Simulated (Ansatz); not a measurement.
Planning a GW calculation on As (buckled honeycomb monolayer).

The cell holds 2 atoms: 2 As. Cell: a = 3.544 Å, b = 3.544 Å, c = 26.000 Å, α = 90.0°, β = 90.0°, γ = 120.0°. Vacuum lies along c.

```
As
1.0
     3.54433    0.00000    0.00000
    -1.77217    3.06948    0.00000
     0.00000    0.00000   26.00000
As
2
Direct
  0.33333 0.66667 0.47329
  0.66667 0.33333 0.52671
```

The structure was relaxed with PBEsol. The runs that relaxed it are not among those shown.

Runs so far (Ansatz 0.2.0, start PBEsol, PAW set soft_1 files, 6×6×1 mesh). Times are wall times on 4 threads of Arm Neoverse V1, shared host, good to a factor of about two.

```
bands summed  cutoff (eV)  gap on the mesh (eV)     time
         105           27                 2.088     13 s
         269           54                 2.247     45 s
         563           90                 2.397  3.6 min
```

Question: What should the next rung give, with 1022 bands and screening to 135 eV, and where is the limit?

The error falls about as one over the bands when the cutoff rises with them. A line through the two highest rungs given predicts 2.459 eV; the run gave 2.451 eV, close to it. The two highest rungs put the limit near 2.517 eV, the pair below near 2.535 eV; their difference is a rough measure of what is unsettled in bands and cutoff; the mesh is a separate error.

Gaps are over the mesh's points; an edge off the mesh would be missed. Limits: not at the basis limit; coarse mesh for a sheet; no spin-orbit coupling.

[Paths, hosts, dates, memory and timing lines, banners, echoed tables and standing remarks are left out of the program output.]

[Logs are printed without paths, hosts, clocks, repeated set-up lines and the standing remarks that a program may print on its own settings, such as how far it seeks lower states.]

[Runs of the session that timed out or met a known fault of the program may be left out.]

[Cells called generated may have been cut or substituted from an entry of the Crystallography Open Database or the Materials Project.]

[Hosts, paths, dates, database ids (printed as entryN), source tags and the programs' standing remarks are cut or masked in the printed files.]
